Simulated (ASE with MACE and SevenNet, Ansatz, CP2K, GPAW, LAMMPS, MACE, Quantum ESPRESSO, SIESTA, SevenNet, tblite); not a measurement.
# Running liquid (Rb,Li,Na)Br at 1000 K (90 atoms) with machine-learned potentials

Aim: run liquid (Rb,Li,Na)Br at 1000 K (90 atoms) in machine-learned potentials and see how near its forces come to a plane-wave reference, and at what cost.

Program: ASE with MACE and SevenNet. Level of theory: the method is named at each step. Results are calculated unless marked as measured.

**1. The structure**

The cell holds 90 atoms: 12 Rb, 10 Li, 23 Na and 45 Br. Its edges and angles: a = 14.887 Å, b = 14.887 Å, c = 14.887 Å, α = 90.0°, β = 90.0°, γ = 90.0°. 90 atoms (12 Rb, 10 Li, 23 Na, 45 Br) placed at random at 2.63 g/cm³, melted at 1800 K for 10 ps at fixed volume with the Lennard-Jones and Coulomb ion parameters for SPC/E (Joung and Cheatham, J. Phys. Chem. B 112, 9020 (2008)), full charges. Snapshot at the end of a hold of 20 ps at 1000 K and fixed volume.

The yardstick, on the same geometry:

```
method                                           : Kohn-Sham DFT, PBE, PAW, plane waves (Ansatz 0.2.0); cutoff 420 eV, Γ point, fermi-dirac smearing of 0.05 eV; PAW set soft_2
r.m.s. force component                           : 0.2726 eV/Å
longest force                                    : 1.016 eV/Å
pressure                                         : -0.1747 GPa
gap (highest filled to lowest empty level) : 2.943 eV
SCF cycles                                       : 7
time                                             : 20 s on 8 threads of Arm Neoverse V2, shared host
CPU time                                         : 2.5 min
```

**2. MACE MP-0b2 small potential**

Method: machine-learned interatomic potential MACE MP-0b2 small, trained on PBE(+U) plane-wave data.

run.py reads:

```python
import numpy as np
from ase.io import read
import mlip  # loads the published weights by name

atoms = read("structure.xyz")
atoms.calc = mlip.calc("mace-mp-0b2-small")
energy = atoms.get_potential_energy()
forces = atoms.get_forces()
print(f"energy {energy:.6f} eV")
print("forces (eV/A)")
for i, (a, f) in enumerate(zip(atoms, forces)):
    print(f"{i:4d} {a.symbol:2s} {f[0]:10.5f} {f[1]:10.5f} {f[2]:10.5f}")
stress = -atoms.get_stress(voigt=False) * 160.21766
print("stress (GPa, compression positive)")
for row in stress:
    print(" ".join(f"{x:10.4f}" for x in row))
```

structure.xyz reads:

```xyz
90
Lattice="14.88690 0.00000 0.00000 0.00000 14.88690 0.00000 0.00000 0.00000 14.88690" Properties=species:S:1:pos:R:3 pbc="T T T"
Rb 0.71919 7.08572 13.99622
Rb 5.24302 8.39696 14.58484
Rb 8.35006 12.31936 10.88634
Rb 10.89900 5.05380 8.93601
Rb 11.46946 9.39378 14.61000
Rb 4.56983 5.39338 10.61719
Rb 4.53827 0.09736 4.42215
Rb 11.96103 4.66913 0.14306
Rb 6.75180 5.58125 6.03634
Rb 0.75253 5.35646 3.32990
Rb 4.07142 0.88116 13.70875
Rb 4.06264 4.16669 1.75025
Li 9.38396 9.65252 7.14601
Li 3.63523 14.83569 9.20561
Li 7.87815 1.90329 8.14864
Li 2.04308 10.52444 11.91637
Li 14.53185 1.65334 14.66092
Li 1.49405 3.93610 12.13014
Li 0.01489 0.37187 3.17210
Li 11.93155 10.83707 8.01273
Li 7.99412 11.25822 3.83174
Li 14.75872 8.41929 6.27304
Na 2.93421 7.61063 8.50742
Na 14.82854 10.26913 2.57052
Na 8.10473 1.91282 3.71488
Na 11.65882 14.56058 7.76724
Na 4.07693 9.31190 4.15062
Na 0.61126 12.58107 6.19578
Na 2.25537 11.99839 0.62168
Na 1.57235 2.58541 6.43933
Na 14.44163 10.25931 10.53457
Na 14.61477 5.07003 8.59063
Na 10.86595 6.30788 4.38747
Na 4.37332 10.65113 8.70854
Na 7.90926 8.07093 2.36925
Na 13.37692 12.77207 13.68880
Na 9.75092 1.94989 12.10752
Na 8.11798 4.12382 14.61760
Na 7.63891 14.26686 6.20441
Na 7.22149 13.15898 0.69209
Na 12.63853 2.38339 5.24242
Na 11.41915 11.99318 4.26063
Na 8.37865 7.52086 11.20269
Na 0.19502 14.86263 9.90157
Na 11.01899 14.67699 0.74047
Br 9.35627 1.61984 0.08545
Br 2.61369 2.03593 10.97016
Br 1.99127 11.87245 9.83563
Br 1.01826 14.62042 14.64603
Br 4.01797 11.38788 13.42128
Br 2.37535 5.03445 7.23384
Br 13.39523 5.03862 5.88717
Br 9.93433 9.66502 3.49291
Br 9.95874 12.53120 6.71622
Br 8.49714 8.01273 14.17456
Br 9.07892 0.71159 9.86987
[... 30 atom lines left out ...]
Br 7.28848 4.50016 9.21261
Br 1.82513 2.35139 3.46716
Br 14.28785 5.31939 11.79921
Br 13.31261 10.51417 5.95759
```

On the command line:

```bash
$ OMP_NUM_THREADS=1 python run.py > output.txt
```

What it wrote:

```text
energy -266.975962 eV
forces (eV/A)
   0 Rb    0.20560    0.40991    0.30827
   1 Rb   -0.42311   -0.08637   -0.19705
   2 Rb   -0.48350    0.55080   -0.35445
   3 Rb   -0.04818   -0.39868   -0.06765
   4 Rb   -0.16722    0.21212    0.00332
   5 Rb    0.05281   -0.31550    0.03491
   6 Rb   -0.74540   -0.48968   -0.27377
   7 Rb    0.16202   -0.28777    0.05837
   8 Rb    0.31029    0.06340    0.78337
   9 Rb   -0.34085    0.36389   -0.02551
  10 Rb   -0.25452   -0.03939   -0.35188
  11 Rb    0.41826   -0.26845   -0.11065
  12 Li   -0.59514    0.14374    0.03608
  13 Li    0.30231   -0.27652   -0.15747
  14 Li    0.03575    0.59098    0.10569
  15 Li    0.74339    0.07828    0.27638
  16 Li   -0.08063    0.06313    0.12642
  17 Li   -0.34173    0.03459    0.38191
  18 Li    0.26740   -0.17516    0.12127
  19 Li   -0.25292    0.22123    0.23051
  20 Li   -0.24319   -0.40954    0.07269
  21 Li   -0.20130    0.27002    0.47781
  22 Na   -0.24660    0.07855   -0.13772
  23 Na   -0.19791    0.00249    0.19814
[...]
82 Br    0.39454   -0.05125    0.48571
  83 Br    0.56353   -0.60870   -0.44539
  84 Br   -0.29079   -0.03857    0.18736
  85 Br   -0.41213    0.31575   -0.27897
  86 Br    0.43707   -0.25757   -0.12161
  87 Br    0.14679   -0.22289    0.52133
  88 Br   -0.03831   -0.59194   -0.57760
  89 Br    0.08944   -0.22466   -0.41695
stress (GPa, compression positive)
    0.1681    -0.1571     0.2885
   -0.1571    -0.4755    -0.0583
    0.2885    -0.0583     0.0817
```

Wall time 5.6 s (1 thread of Arm Neoverse V2, shared host); peak memory 0.67 GiB.

Banners, paths, timers and routine set-up lines are dropped from the logs unmarked, and long logs keep their key lines alone; longer cuts are marked.

Numbers from this run, and their distance from the reference:

```
r.m.s. force component                  : 0.2818 eV/Å
r.m.s. difference of force components   : 75.29 meV/Å
longest difference of force vectors     : 295.2 meV/Å
force difference over r.m.s. force      : 27.62 %
slope of forces against the reference's : 0.9961
correlation of force components         : 0.9637
pressure                                : -0.0752 GPa
pressure difference                     : 0.0995 GPa
```

Length of the force difference by element (eV/Å):

```tsv
element	atoms	mean	most
Br	45	0.12	0.30
Li	10	0.11	0.26
Na	23	0.12	0.27
Rb	12	0.13	0.25
```

A closer look about Li16, one of the 10 Li atoms: 9 atoms, nearest first, numbered in the order of the input, with positions taken from that point.

```tsv
atom	x	y	z	distance (Å)	Fx	Fy	Fz (eV/Å)
Li16	0.00	0.00	0.00	0.00	0.74	0.08	0.28
Br48	-0.05	1.35	-2.08	2.48	-0.08	0.03	0.03
Br80	-2.16	-0.09	1.25	2.49	-0.06	-0.10	0.35
Br71	0.58	-2.48	-0.50	2.60	-0.02	0.09	-0.01
Br50	1.97	0.86	1.50	2.63	-0.04	0.10	-0.07
Na31	-2.49	-0.27	-1.38	2.86	-0.14	0.13	-0.64
Na29	0.21	1.47	3.59	3.89	0.22	0.02	-0.17
Na34	2.33	0.13	-3.21	3.97	0.30	0.19	-0.06
Rb1	-1.32	-3.44	2.08	4.23	0.21	0.41	0.31
```

Atoms are counted from 1 here, from 0 in the log.

Forces lie 28 % from the reference's, at 0.037 times its CPU time (on 1 against 8 cores).

**3. SevenNet 0 potential**

Method: machine-learned interatomic potential SevenNet 0, trained on PBE(+U) plane-wave data.

run.py: that of step 2 with these lines changed.

```diff
@@ -5,3 +5,3 @@
 atoms = read("structure.xyz")
-atoms.calc = mlip.calc("mace-mp-0b2-small")
+atoms.calc = mlip.calc("7net-0")
 energy = atoms.get_potential_energy()
```

structure.xyz is that of step 2.

What it wrote:

```text
energy -267.612732 eV
forces (eV/A)
   0 Rb    0.15137    0.32905    0.26314
   1 Rb   -0.29129    0.06652   -0.13449
   2 Rb   -0.34500    0.39557   -0.25849
   3 Rb   -0.06254   -0.27672   -0.02621
   4 Rb   -0.20425    0.19787    0.08282
   5 Rb    0.07248   -0.26262    0.07818
   6 Rb   -0.64309   -0.40387   -0.23639
   7 Rb    0.03741   -0.26638    0.02642
   8 Rb    0.32180    0.09664    0.74393
   9 Rb   -0.25543    0.26278    0.04998
  10 Rb   -0.22139   -0.16463   -0.24846
  11 Rb    0.35442   -0.21735   -0.03164
  12 Li   -0.51985    0.12076   -0.05011
  13 Li    0.26229   -0.20226   -0.03329
  14 Li    0.02547    0.64193    0.03485
  15 Li    0.74490    0.02788    0.25682
  16 Li   -0.16579    0.06150    0.22394
  17 Li   -0.45859   -0.03923    0.29477
  18 Li    0.33895   -0.20544   -0.00507
  19 Li   -0.23238    0.09132    0.10311
  20 Li   -0.24910   -0.37526    0.13141
  21 Li   -0.17579    0.23169    0.41094
  22 Na   -0.26236    0.08721   -0.07364
  23 Na   -0.24153    0.05963    0.12839
[...]
82 Br    0.34933   -0.04292    0.42095
  83 Br    0.49543   -0.46680   -0.33498
  84 Br   -0.28290   -0.05421    0.26343
  85 Br   -0.34007    0.37233   -0.18502
  86 Br    0.43024   -0.37677   -0.18415
  87 Br    0.12259   -0.19163    0.52955
  88 Br    0.02073   -0.51804   -0.51419
  89 Br    0.10965   -0.18603   -0.36715
stress (GPa, compression positive)
    0.0841    -0.1438     0.2370
   -0.1438    -0.4538    -0.1345
    0.2370    -0.1345    -0.0112
```

Elapsed: 6.3 s, on 1 thread; peak memory 0.68 GiB.

Compared with the plane-wave run:

```
r.m.s. force component                  : 0.2619 eV/Å
r.m.s. difference of force components   : 43.92 meV/Å
longest difference of force vectors     : 157.3 meV/Å
force difference over r.m.s. force      : 16.11 %
slope of forces against the reference's : 0.9485
correlation of force components         : 0.9873
pressure                                : -0.127 GPa
pressure difference                     : 0.0477 GPa
```

Against the first run (28 %), the force difference from the reference is 16 %, at 1.1 times the CPU time.

**4. MACE MP-0b3 medium potential**

Method: machine-learned interatomic potential MACE MP-0b3 medium, trained on PBE(+U) plane-wave data.

run.py: that of step 3 with these lines changed.

```diff
@@ -5,3 +5,3 @@
 atoms = read("structure.xyz")
-atoms.calc = mlip.calc("7net-0")
+atoms.calc = mlip.calc("mace-mp-0b3-medium")
 energy = atoms.get_potential_energy()
```

structure.xyz is that of step 3.

What it wrote:

```text
energy -266.027115 eV
forces (eV/A)
   0 Rb    0.12678    0.40661    0.25807
   1 Rb   -0.30498    0.06164   -0.11753
   2 Rb   -0.42759    0.36878   -0.21012
   3 Rb    0.00849   -0.28289   -0.00605
   4 Rb   -0.26888    0.20684    0.02708
   5 Rb   -0.08580   -0.38370    0.10709
   6 Rb   -0.66299   -0.42624   -0.21338
   7 Rb    0.05032   -0.23257    0.01361
   8 Rb    0.37247   -0.00984    0.79228
   9 Rb   -0.16683    0.32847    0.05651
  10 Rb   -0.24203    0.00273   -0.26668
  11 Rb    0.39062   -0.20350   -0.06239
  12 Li   -0.53481    0.25345   -0.10706
  13 Li    0.23765   -0.20888   -0.02811
  14 Li   -0.00444    0.71073   -0.03535
  15 Li    0.77965    0.02794    0.23778
  16 Li   -0.18001    0.19471    0.20770
  17 Li   -0.35810   -0.04062    0.32530
  18 Li    0.42365   -0.19156    0.03104
  19 Li   -0.27121    0.10251    0.13705
  20 Li   -0.24446   -0.41649    0.13132
  21 Li   -0.20830    0.10566    0.34239
  22 Na   -0.28606    0.02227   -0.03554
  23 Na   -0.26993    0.10542    0.11509
[...]
82 Br    0.37851   -0.05625    0.42974
  83 Br    0.52913   -0.57045   -0.31872
  84 Br   -0.30745   -0.04879    0.21179
  85 Br   -0.27481    0.37507   -0.20582
  86 Br    0.49547   -0.33271   -0.18999
  87 Br    0.09563   -0.27708    0.48740
  88 Br   -0.04787   -0.41976   -0.48274
  89 Br    0.08944   -0.17396   -0.38427
stress (GPa, compression positive)
   -0.1195    -0.1634     0.2699
   -0.1634    -0.5833    -0.0937
    0.2699    -0.0937    -0.1782
```

Wall time 6.7 s (1 thread); peak memory 0.78 GiB.

Numbers from this run, and their distance from the reference:

```yaml
r_m_s_force_component: 0.2723 eV/Å
r_m_s_difference_of_force_components: 50 meV/Å
longest_difference_of_force_vectors: 214 meV/Å
force_difference_over_r_m_s_force: 18.34 %
slope_of_forces_against_the_reference_s: 0.9821
correlation_of_force_components: 0.9832
pressure: -0.2937 GPa
pressure_difference: -0.119 GPa
```

Against the first run (28 %), the force difference from the reference is 18 %, at 1.2 times the CPU time.

**5. All runs compared**

Differences are against the plane-wave reference, forces as r.m.s. over components; share is that over the reference's r.m.s. force, slope the least-squares factor from reference forces to these. Total energies of different programs have different zeros and aren't compared.

```tsv
run	Δ force, r.m.s. (meV/Å)	share (%)	slope	Δ pressure (GPa)	cores	CPU time	memory (GiB)
reference	-	-	-	-	8	2.5 min	3.9
MACE MP-0b2 small potential	75.3	27.6	0.996	0.0995	1	5.6 s	0.67
SevenNet 0 potential	43.9	16.1	0.949	0.0477	1	6.3 s	0.68
MACE MP-0b3 medium potential	50.0	18.3	0.982	-0.119	1	6.6 s	0.78
```

Times of the machine-learned potentials are mostly Python's start and the loading of weights.

CPU time is summed over cores on a shared host, where runs went side by side, so it is rough. Symmetry, cutoffs, thresholds, outputs and thread counts weren't matched or tuned between programs; memory under MPI is the largest rank's times the ranks.

**6. Results**

| Item | Value |
| --- | --- |
| nearest in forces | SevenNet 0 potential, 16 % |
| its CPU time | 6.3 s |

**Reading.** Machine-learned potentials differ by 16 % (SevenNet 0 potential) to 28 % (MACE MP-0b2 small potential); they were trained on other programs' data. The frame stands for 1000 K, but pressures are static and levels are smeared at 580 K. The network of bonds at the start is that of the classical potential that made the cell, and needn't be the one that DFT or experiment would give. The ion parameters were fitted for water, not for melts, so the starting structure of this cell may lie well off the real melt's. The electronic-structure runs sample only Γ, in a cell whose shortest periodic width is 15 Å.

[Also dropped from logs without a mark: logging warnings of Python, and SIESTA's first energy breakdown and zero terms.]

[Logs are printed without paths, hosts, clocks, repeated set-up lines and the standing remarks that a program may print on its own settings, such as how far it seeks lower states.]

[Hosts, paths, dates, database ids (printed as entryN), source tags and the programs' standing remarks are cut or masked in the printed files.]
